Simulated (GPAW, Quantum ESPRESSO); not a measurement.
# V K-edge XANES of MnV (Pm-3m), part 2 of 4

Do two independent programs agree on the V K edge of MnV (Pm-3m)? The same cell and functional are run with XSpectra and with GPAW.

Quantum ESPRESSO 7.5 and GPAW 26.7.0; core-hole supercells, plane-wave PAW LDA.

So far. Step 2 (Ground state of the crystal (Quantum ESPRESSO)): The mesh shows no gap, so the system is treated as a metal and the core electron is put at the Fermi level (neutral cell). Step 3 (Spectrum without a core hole, V atom 2 (Quantum …): Main maxima below 30 eV (height): 1.3 eV (0.49), 5.2 eV (0.81), 6.7 eV (0.89), 16.3 eV (1.62), 18.0 eV (1.66), 20.3 eV (2.61), 21.2 eV (2.38), 26.6 eV (1.82) and 28.7 eV (1.66). A K edge sees empty p states.

## Step 6: The atom with a core hole (Quantum ESPRESSO)

Level of this step: all-electron atom with a core hole and its PAW potential, LDA, scalar-relativistic (Quantum ESPRESSO).

The frozen core must hold the hole, so the absorber gets a data set of its own.

V.lda-nx-kjpaw-1sch.ld1.in reads:

```
&input
   title='V', zed=23., rel=1, iswitch=3, dft='PZ',
   config='1s1 2s2 2p6 3s2 3p6 4s2 4p0 3d4'
/
&inputp
   file_pseudopw='V.lda-nx-kjpaw-1sch.UPF', author='',
   lpaw=.true.,
   pseudotype=3,
   lloc=-1,
   rcloc=2.3,
   which_augfun='PSQ',
   rmatch_augfun_nc=.true.,
   nlcc=.true.,
   new_core_ps=.true.,
   rcore=1.3,
   tm=.true.,
   zval=6,
   lgipaw_reconstruction=.true., use_paw_as_gipaw=.true.
/
6
4S  1  0  2.00  0.00  1.71  2.50  0.0
4S  1  0  0.00  4.00  1.71  2.50  0.0
4P  2  1  0.00  0.00  1.71  2.50  0.0
4P  2  1  0.00  4.00  1.71  2.50  0.0
3D  3  2  4.00  0.00  0.99  2.10  0.0
3D  3  2  0.00  0.30  0.99  2.10  0.0
```

On the command line:

```bash
ld1.x < V.lda-nx-kjpaw-1sch.ld1.in > V.lda-nx-kjpaw-1sch.ld1.out
```

The program printed:

```text
     [... banner and references ...]
PAW data will be used for GIPAW calculation
     --------------------------- All-electron run ----------------------------

     V
     scalar relativistic calculation

     atomic number is 23.00
     dft =PZ   lsd =0 sic =0 latt =0  beta=0.20 tr2=1.0E-14
     Exchange-correlation= PZ
                           (   1   1   0   0   0   0   0)
     mesh =1181 r(mesh) = 100.93793 a.u. xmin = -7.00 dx = 0.01250
     1 Ry =  13.60569312 eV, c = 137.03599908

     n l     nl                  e(Ry)          e(Ha)          e(eV)
     1 0     1S 1( 1.00)      -411.9905      -205.9952     -5605.4162
     2 0     2S 1( 2.00)       -47.8921       -23.9460      -651.6049
     2 1     2P 1( 6.00)       -41.4226       -20.7113      -563.5838
[...]
final scf error:  9.1E-15 reached in  28 iterations

     Etot =   -1491.924406 Ry,    -745.962203 Ha,  -20298.665630 eV

     Ekin =    1502.396091 Ry,     751.198045 Ha,   20441.140160 eV
     Encl =   -3644.006010 Ry,   -1822.003005 Ha,  -49579.227509 eV
     Eh   =     724.293894 Ry,     362.146947 Ha,    9854.520459 eV
     Exc  =     -74.608381 Ry,     -37.304191 Ha,   -1015.098739 eV

     normalization and overlap integrals

     s(1S/1S) =  1.000000  <r> =   0.0657  <r2> =    0.0058  r(max) =   0.0429
     s(1S/2S) = -0.002519
     s(1S/3S) = -0.000922
     s(1S/4S) = -0.000245
     s(2S/2S) =  1.000000  <r> =   0.2991  <r2> =    0.1057  r(max) =   0.2502
[...]
s(2P/2P) =  1.000000  <r> =   0.2613  <r2> =    0.0840  r(max) =   0.1998
     s(2P/3P) = -0.000425
     s(2P/4P) = -0.000080
     s(3S/3S) =  1.000000  <r> =   0.9130  <r2> =    0.9633  r(max) =   0.7902
[...]
Ekin =    1502.396091 Ry,     751.198045 Ha,   20441.140160 eV
     Encl =   -3644.006010 Ry,   -1822.003005 Ha,  -49579.227509 eV
     Eh   =     724.293894 Ry,     362.146947 Ha,    9854.520459 eV
     Exc  =     -74.608381 Ry,     -37.304191 Ha,   -1015.098739 eV

     normalization and overlap integrals

[...]
s(2S/4S) = -0.000138
     s(2P/2P) =  1.000000  <r> =   0.2613  <r2> =    0.0840  r(max) =   0.1998
     s(2P/3P) = -0.000425
     s(2P/4P) = -0.000080
     s(3S/3S) =  1.000000  <r> =   0.9130  <r2> =    0.9633  r(max) =   0.7902
     s(3S/4S) = -0.000078
     s(3P/3P) =  1.000000  <r> =   0.9597  <r2> =    1.0879  r(max) =   0.8001
     s(3P/4P) = -0.000048
     s(4S/4S) =  1.000000  <r> =   3.2374  <r2> =   12.1454  r(max) =   2.6565
     s(4P/4P) =  1.000000  <r> =   4.4842  <r2> =   23.8663  r(max) =   3.4974
     s(3D/3D) =  1.000000  <r> =   1.3061  <r2> =    2.3045  r(max) =   0.8102

     ------------------------ End of All-electron run ------------------------

     ---------------------- Testing the pseudopotential ----------------------

     V
     scalar relativistic calculation

     atomic number is 23.00   valence charge is  6.00
     dft = SLA  PZ   NOGX NOGC   lsd =0 sic =0 latt =0  beta=0.20 tr2=1.0E-14
     mesh =1181 r(mesh) = 100.93793 xmin = -7.00 dx = 0.01250

     n l     nl             e AE (Ry)        e PS (Ry)    De AE-PS (Ry)
[...]
2 1     4P   1( 0.00)       -0.11457       -0.11457       -0.00000
     3 2     3D   1( 4.00)       -0.48069       -0.48069        0.00000

     eps = 7.2E-18  iter =  4

     Etot =   -1491.924406 Ry,    -745.962203 Ha,  -20298.665630 eV
     Etotps =   -86.914996 Ry,     -43.457498 Ha,   -1182.538763 eV

     Ekin =      47.397264 Ry,      23.698632 Ha,     644.872635 eV
     Encl =     -78.038796 Ry,     -39.019398 Ha,   -1061.771914 eV
     Ehrt =      18.334915 Ry,       9.167457 Ha,     249.459223 eV
     Ecxc =     -74.608379 Ry,     -37.304189 Ha,   -1015.098706 eV
     (Ecc =     -16.036096 Ry,      -8.018048 Ha,    -218.182206 eV)

     ---------------------- End of pseudopotential test ----------------------
```

The job ended after 0.67 s (1 MPI rank of Arm Neoverse V2, shared host; peak memory 0.12 GiB).

Removing the core electron and adding it to the valence shell costs the free atom 5472.1 eV.

## Step 7: Supercell with XCH, V atom 2 (Quantum ESPRESSO)

The holes are 5.8 Å apart. The excited electron is kept in the cell, where it fills the lowest empty states and screens the hole.

scf.in reads:

```
&control
   calculation='scf', prefix='x', pseudo_dir='../pp', outdir='tmp', tprnfor=.true.
/
&system
   ibrav=0, nat=16, ntyp=3, nbnd=124
   ecutwfc=57, ecutrho=560
   occupations='smearing', smearing='mv', degauss=0.015
   nspin=2
   starting_magnetization(1)=0.40
   starting_magnetization(2)=0.33
   starting_magnetization(3)=0.40
/
&electrons
   conv_thr=1.6e-07, electron_maxstep=120
   mixing_beta=0.3, mixing_mode='local-TF'
/
ATOMIC_SPECIES
Mn 1.0 Mn.lda-spn-kjpaw.UPF
V0 1.0 V.lda-nx-kjpaw-1sch.UPF
V 1.0 V.lda-nx-kjpaw.UPF
CELL_PARAMETERS angstrom
  5.80000000 0.00000000 0.00000000
  0.00000000 5.80000000 0.00000000
  0.00000000 0.00000000 5.80000000
ATOMIC_POSITIONS crystal
Mn   0.00000000 0.00000000 0.00000000
Mn   0.00000000 0.00000000 0.50000000
Mn   0.00000000 0.50000000 0.00000000
Mn   0.50000000 0.00000000 0.00000000
Mn   0.00000000 0.50000000 0.50000000
Mn   0.50000000 0.00000000 0.50000000
Mn   0.50000000 0.50000000 0.00000000
Mn   0.50000000 0.50000000 0.50000000
V0   0.25000000 0.25000000 0.25000000
V    0.25000000 0.25000000 0.75000000
V    0.25000000 0.75000000 0.25000000
V    0.75000000 0.25000000 0.25000000
V    0.25000000 0.75000000 0.75000000
V    0.75000000 0.25000000 0.75000000
V    0.75000000 0.75000000 0.25000000
V    0.75000000 0.75000000 0.75000000
K_POINTS automatic
5 5 5 0 0 0
```

On the command line:

```bash
OMP_NUM_THREADS=1 mpirun --oversubscribe --bind-to none -np 4 pw.x -nk 4 -in scf.in > scf.out
```

The program printed:

```text
     [... banner and references ...]
[banner, memory and clock lines left out]
using ibrav=0 with symmetry is DISCOURAGED, use correct ibrav instead

     G-vector sticks info

     bravais-lattice index     =            0
     lattice parameter (alat)  =      10.9604  a.u.
     unit-cell volume          =    1316.6810 (a.u.)^3
     number of atoms/cell      =           16
     number of atomic types    =            3
     number of electrons       =       161.00
     number of Kohn-Sham states=          124
     kinetic-energy cutoff     =      57.0000  Ry
     charge density cutoff     =     560.0000  Ry
     scf convergence threshold =      1.6E-07
     mixing beta               =       0.3000
     number of iterations used =            8  local-TF  mixing
     Exchange-correlation= SLA  PZ   NOGX NOGC
                           (   1   1   0   0   0   0   0)

     celldm(1)=  10.960412  celldm(2)=   0.000000  celldm(3)=   0.000000
     celldm(4)=   0.000000  celldm(5)=   0.000000  celldm(6)=   0.000000

     crystal axes: (cart. coord. in units of alat)
               a(1) = (   1.000000   0.000000   0.000000 )
               a(2) = (   0.000000   1.000000   0.000000 )
               a(3) = (   0.000000   0.000000   1.000000 )

     reciprocal axes: (cart. coord. in units 2 pi/alat)
               b(1) = (  1.000000  0.000000  0.000000 )
               b(2) = (  0.000000  1.000000  0.000000 )
               b(3) = (  0.000000  0.000000  1.000000 )

     PseudoPot. #1 for Mn:     Pseudo is Projector augmented-wave + core cor, Zval = 15.0

     ../pp/V.lda-nx-kjpaw-1sch.UPF
[...]
k = 0.0000 0.0000 0.0000 (  9627 PWs)   bands (ev):

   -63.7732 -63.7649 -63.7649 -63.7649 -63.7585 -63.7585 -63.7585 -63.7510
   -32.9649 -32.9440 -32.9440 -32.9440 -32.9383 -32.9383 -32.9339 -32.9339
   -32.9339 -32.9240 -32.9240 -32.9240 -32.8614 -32.8587 -32.8587 -32.8587
[...]
16.0764  16.3051  16.3051  16.3051  16.6549  16.6549  16.9490  16.9899
    16.9899  17.1374  17.1374  17.1374  17.4525  17.4525  17.4525  17.5589
    17.5589  17.5589  17.8060  17.8061

     [... bands of 19 further k-points ...]

     the Fermi energy is    14.7309 ev

!    total energy              =   -3001.77652911 Ry
     total all-electron energy =    -33260.946430 Ry
     estimated scf accuracy    <       0.00000005 Ry
     smearing contrib. (-TS)   =       0.00273406 Ry
     internal energy E=F+TS    =   -3001.77926316 Ry

     The total energy is F=E-TS. E is the sum of the following terms:
     one-electron contribution =    -819.63371472 Ry
     hartree contribution      =     515.64540793 Ry
     xc contribution           =    -377.32352176 Ry
     ewald contribution        =   -1220.89719199 Ry
     one-center paw contrib.   =   -1099.57024261 Ry

     total magnetization       =    -0.00 Bohr mag/cell
     absolute magnetization    =     0.00 Bohr mag/cell

     convergence has been achieved in  23 iterations

     Forces acting on atoms (cartesian axes, Ry/au):

     atom    1 type  1   force =     0.00269113    0.00269113    0.00269113
     atom    2 type  1   force =     0.00269113    0.00269113   -0.00269113
     atom    3 type  1   force =     0.00269113   -0.00269113    0.00269113
[...]
atom   15 type  3   force =     0.00000000    0.00000000    0.00000000
     atom   16 type  3   force =     0.00000000    0.00000000    0.00000000

     Total force =     0.013184     Total SCF correction =     0.000669

     XML data file, charge density, pseudopotentials, collected wavefunctions
```

Wall time 6.2 min (4 MPI ranks); peak memory 0.61 GiB; 25 min of CPU time.

Energy with the hole: -452538.230 eV, cores included.

## Step 8: Spectrum with XCH, V atom 2 (Quantum ESPRESSO)

The Lanczos recursion gives the spectrum without computing empty bands; each polarisation needs a run of its own on the full k mesh. xe0 is set between filled and empty states, and states below it are cut, here at the Fermi level, which holds the excited electron. The file of filecore holds the core orbital, taken from the hole-free data set.

xspectra.in reads:

```
&input_xspectra
   calculation='xanes_dipole', edge='K'
   prefix='x', outdir='tmp', xiabs=2, xe0=14.7309
   xonly_plot=.false., x_save_file='xanes.sav'
   xniter=3000, xcheck_conv=20, xerror=0.005
   xcoordcrys=.false., xepsilon(1)=1, xepsilon(2)=0, xepsilon(3)=0
/
&plot
   xnepoint=413, xemin=-10, xemax=45, terminator=.true., cut_occ_states=.true.
   xgamma=0.4
/
&pseudos
   filecore='../V.wfc'
/
&cut_occ
   cut_desmooth=0.1, cut_stepl=0.05, cut_stepu=0.05, cut_ierror=1e-5
/
4 4 4 0 0 0
```

On the command line:

```bash
OMP_NUM_THREADS=1 mpirun --oversubscribe --bind-to none -np 4 xspectra.x -nk 4 -in xspectra.in > xspectra.out
```

The program printed:

```text
     [... banner and references ...]
Reading input_file

     calculation: xanes_dipole

     xepsilon  [cartesian coordinates]:   1.000000   0.000000   0.000000

     xonly_plot: FALSE
        => complete calculation: Lanczos + spectrum plot

     filecore (core-wavefunction file): ../V.wfc

     main plot parameters:
        cut_occ_states: TRUE
        gamma_mode:  constant
        -> using xgamma [eV]:  0.40
        xemin [eV]: -10.00
        xemax [eV]:  45.00
        xnepoint:  413
        xe0 [eV]:  14.730900 (energy zero read in input file)

     WARNING: variable ef_r is obsolete

                      Reading SCF save directory: x.save

     tmp/x.save/

     Exchange-correlation= PZ
                           (   1   1   0   0   0   0   0)

     G-vector sticks info

                           Getting the Fermi energy

     From SCF save directory (spin polarized work):
        ehomo [eV]:   15.0901 (highest occupied level:max of up and down)
        elumo [eV]:   15.0987 (lowest occupied level:min of up and down)
        ef    [eV]:   15.0901

     -> ef (in eV) will be written in x_save_file

                           Energy zero of the spectrum

     -> ef will NOT be used as energy zero of the spectrum
       (because xe0 read in input file)

     G-vector sticks info

     bravais-lattice index     =            0
     lattice parameter (alat)  =      10.9604  a.u.
     unit-cell volume          =    1316.6810 (a.u.)^3
     number of atoms/cell      =           16
     number of atomic types    =            3
     number of electrons       =       161.00
     number of Kohn-Sham states=          124
     kinetic-energy cutoff     =      57.0000  Ry
     charge density cutoff     =     560.0000  Ry
     Exchange-correlation= PZ
                           (   1   1   0   0   0   0   0)

     celldm(1)=  10.960412  celldm(2)=   0.000000  celldm(3)=   0.000000
     celldm(4)=   0.000000  celldm(5)=   0.000000  celldm(6)=   0.000000

     crystal axes: (cart. coord. in units of alat)
               a(1) = (   1.000000   0.000000   0.000000 )
               a(2) = (   0.000000   1.000000   0.000000 )
               a(3) = (   0.000000   0.000000   1.000000 )

     reciprocal axes: (cart. coord. in units 2 pi/alat)
               b(1) = (  1.000000  0.000000  0.000000 )
               b(2) = (  0.000000  1.000000  0.000000 )
               b(3) = (  0.000000  0.000000  1.000000 )

     PseudoPot. #1 for Mn:     Pseudo is Projector augmented-wave + core cor, Zval = 15.0

     ../pp/V.lda-nx-kjpaw-1sch.UPF
     Pseudo is Projector augmented-wave + core cor, Zval =  6.0
     Shape of augmentation charge: PSQ
     Using radial grid of 1181 points,  6 beta functions with:
                l(1) =   0
                l(2) =   0
                l(3) =   1
                l(4) =   1
                l(5) =   2
[...]
Q(r) pseudized with 0 coefficients

     ../pp/V.lda-nx-kjpaw.UPF
     Pseudo is Projector augmented-wave + core cor, Zval =  5.0
     Shape of augmentation charge: PSQ
     Using radial grid of 1181 points,  6 beta functions with:
[...]
l(4) =   1
                l(5) =   2
                l(6) =   2
     Q(r) pseudized with 0 coefficients

     atomic species   valence    mass     pseudopotential
     Mn               15.00     1.00000     Mn( 1.00)
     V0                6.00     1.00000     V ( 1.00)
     V                 5.00     1.00000     V ( 1.00)

     Starting magnetic structure
     atomic species   magnetization
     Mn              0.400
     V0              0.330
     V               0.400

     48 Sym. Ops., with inversion, found

   Cartesian axes

     site n.     atom                  positions (alat units)
         1        Mn     tau(   1) = (   0.0000000   0.0000000   0.0000000  )
         2        Mn     tau(   2) = (   0.0000000   0.0000000   0.5000000  )
         3        Mn     tau(   3) = (   0.0000000   0.5000000   0.0000000  )
[...]
k(    4) = (   0.0000000   0.0000000   0.7500000), wk =   0.0156250
        k(    5) = (   0.0000000   0.2500000   0.0000000), wk =   0.0156250
[...]
k(   62) = (   0.7500000   0.7500000   0.2500000), wk =   0.0156250
        k(   63) = (   0.7500000   0.7500000   0.5000000), wk =   0.0156250
        k(   64) = (   0.7500000   0.7500000   0.7500000), wk =   0.0156250

     Dense  grid:   294779 G-vectors     FFT dimensions: (  90,  90,  90)

     Smooth grid:    76693 G-vectors     FFT dimensions: (  54,  54,  54)

     The potential is recalculated from file :
     tmp/x.save/charge-density

     Starting wfcs are  152 atomic wfcs
     Checking if some PAW data can be deallocated...

               Reading core wavefunction file for the absorbing atom

     ../V.wfc successfully read

                              Attributing the PAW radii
                     for the absorbing atom [units: Bohr radius]

        PAW proj 1: r_paw(l= 0)= 3.75  (1.5*r_cut)
        PAW proj 2: r_paw(l= 0)= 3.75  (1.5*r_cut)
        PAW proj 3: r_paw(l= 1)= 3.75  (1.5*r_cut)
        PAW proj 4: r_paw(l= 1)= 3.75  (1.5*r_cut)
        PAW proj 5: r_paw(l= 2)= 3.15  (1.5*r_cut)
        PAW proj 6: r_paw(l= 2)= 3.15  (1.5*r_cut)

        NB: The calculation will not necessary use all these r_paw values.
            - For a edge in the electric-dipole approximation,
              only the r_paw(l=1) values are used.
            - For a K edge in the electric-quadrupole approximation,
              only the r_paw(l=2) values are used.

            - For a L2 or L3 edge in the electric-quadrupole approximation,

              all projectors (s, p and d) are used.

                          Starting XANES calculation
                     in the electric dipole approximation

     Method of calculation based on the Lanczos recursion algorithm
        - STEP 1: Construction of a kpoint-dependent Lanczos basis,
          in which the Hamiltonian is tridiagonal (each 'iter'
          corresponds to the calculation of one more Lanczos vector)
        - STEP 2: Calculation of the cross-section as a continued fraction
          averaged over the k-points.

     ... Begin STEP 1 ...

        Radial transition matrix element(s) used in the calculation of the
        initial vector of the Lanczos basis (|tilde{phi}_abs> normalized)
        | For PAW proj. (l=1) #1: radial matrix element =   0.005778147
        | For PAW proj. (l=1) #2: radial matrix element =   0.009778464

NB: the    32 k-point are not all listed below because npool=  4
        |-------------------------------------------------------------
        ! k-point #     1:  ( 0.0000,  0.0000,  0.0000),  0.0156,   1
        |-------------------------------------------------------------
 okvan= T
        |   Norm of the initial Lanczos vector: 0.71649734E-02
        |   Estimated error at iter     20:   1.01073052
        |   Estimated error at iter     40:   0.50846494
        |   Estimated error at iter     60:   1.05716646
        |   Estimated error at iter     80:   0.62473228
        |   Estimated error at iter    100:   0.14563843
[...]
!   => CONVERGED at iter    180 with error=  0.00095370
        |-------------------------------------------------------------
        ! k-point #     2:  ( 0.0000,  0.0000,  0.2500),  0.0156,   1
        |-------------------------------------------------------------
 okvan= T
        |   Norm of the initial Lanczos vector: 0.71649631E-02
[...]
!   => CONVERGED at iter    400 with error=  0.00394381
        |-------------------------------------------------------------
     [... 29 further k-points ...]
        ! k-point #    32:  ( 0.2500,  0.7500,  0.7500),  0.0156,   1
        |-------------------------------------------------------------
 okvan= T
        |   Norm of the initial Lanczos vector: 0.71649686E-02
[...]
|   Estimated error at iter    680:   0.01359307
        |   Estimated error at iter    700:   0.00655218
        |   Estimated error at iter    720:   0.00562909
        !   => CONVERGED at iter    740 with error=  0.00371584

     Results of STEP 1 successfully written in x_save_file
     x_save_file name:
     ->  xanes.sav
     x_save_file version:  2

     ... End STEP 1 ...

     ... Begin STEP 2 ...

     The spectrum is calculated using the following parameters:
        xe0 [eV]:   14.7309
        the occupied states are elimintate from the spectrum
        xemin [eV]: -10.00
        xemax [eV]:  45.00
        xnepoint:  413
        constant broadening parameter [eV]:    0.400
        Core level energy [eV]:  -5465.
         (from electron binding energy of neutral atoms in X-ray data booklet)

     Cross-section successfully written in xanes.dat

     ... End STEP 2 ...

                                END JOB XSpectra
```

Wall time 4 min (4 MPI ranks); peak memory 0.38 GiB.

The V K spectrum, V atom 2, excited-electron core hole (neutral cell) (energy from the energy zero of the input (xe0, at the border of filled and empty states); intensity scaled to a mean of 1 over the first 20 eV; the points at xe0, where the cut of filled states can leave a spike, are interpolated):

| E (eV) | intensity |
| --- | --- |
| -2.0 | 0.03 |
| -1.4 | 0.04 |
| -0.8 | 0.06 |
| -0.2 | 0.13 |
| 0.4 | 0.23 |
| 1.0 | 0.38 |
| 1.6 | 0.41 |
| 2.2 | 0.38 |
| 2.8 | 0.35 |
| 3.4 | 0.45 |
| 4.0 | 0.62 |
| 4.6 | 0.70 |
| 5.2 | 0.75 |
| 5.8 | 0.56 |
| 6.4 | 0.82 |
| 7.0 | 0.72 |
| 7.6 | 0.45 |
| 8.2 | 0.49 |
| 8.8 | 0.65 |
| 9.4 | 0.91 |
| 10.0 | 1.10 |
| 10.6 | 1.29 |
| 11.2 | 1.14 |
| 11.8 | 1.18 |
| 12.4 | 1.46 |
| 13.0 | 1.42 |
| 13.6 | 1.22 |
| 14.2 | 1.45 |
| 14.8 | 1.56 |
| 15.4 | 1.46 |
| 16.0 | 1.46 |
| 16.6 | 1.49 |
| 17.2 | 1.51 |
| 17.8 | 1.63 |
| 18.4 | 1.46 |
| 19.0 | 1.47 |
| 19.6 | 1.82 |
| 20.2 | 2.48 |
| 20.8 | 2.04 |
| 21.4 | 1.92 |
| 22.0 | 1.13 |
| 22.6 | 0.89 |
| 23.2 | 1.01 |
| 23.8 | 1.42 |
| 24.4 | 1.18 |
| 25.0 | 0.84 |
| 25.6 | 0.93 |
| 26.2 | 1.64 |
| 26.8 | 1.53 |
| 27.4 | 1.30 |
| 28.0 | 1.47 |
| 28.6 | 1.58 |
| 29.2 | 1.29 |
| 29.8 | 1.85 |
| 30.4 | 1.48 |
| 31.0 | 1.15 |
| 31.6 | 1.21 |

Main maxima below 30 eV (height): 1.7 eV (0.42), 5.1 eV (0.77), 6.6 eV (0.85), 15.0 eV (1.61), 17.9 eV (1.66), 20.2 eV (2.52), 21.1 eV (2.24), 26.4 eV (1.78) and 29.9 eV (1.88). 

The total-energy difference is 5471.79 eV. One term is added: -23.69 eV, since the hole is spin-paired here and a spin-polarised one costs that much less in the free atom (computed apart). The photon energy is then 5448.10 eV. The tabulated edge of the element is 5465 eV. The functional leaves an error in such absolute values: in the free atom LDA prices this hole 14.0 eV below PBE (computed apart), and PBE is itself good to a few eV.

[end of part 2 of 4]

[Banner, clock and machine lines of the logs are left out without a mark of their own.]

[Logs are printed without paths, hosts, clocks, repeated set-up lines and the standing remarks that a program may print on its own settings, such as how far it seeks lower states.]

[Hosts, paths, dates, database ids (printed as entryN), source tags and the programs' standing remarks are cut or masked in the printed files.]

[Lists of maxima count a maximum above −3 eV only where it reaches 4 % of the highest in the window and stands out from its surroundings by 2 % of it (1.5 % where it reaches 55 %); shoulders and weaker maxima are passed over, and of the rest the first, up to two pre-edge ones and the few strongest are named.]
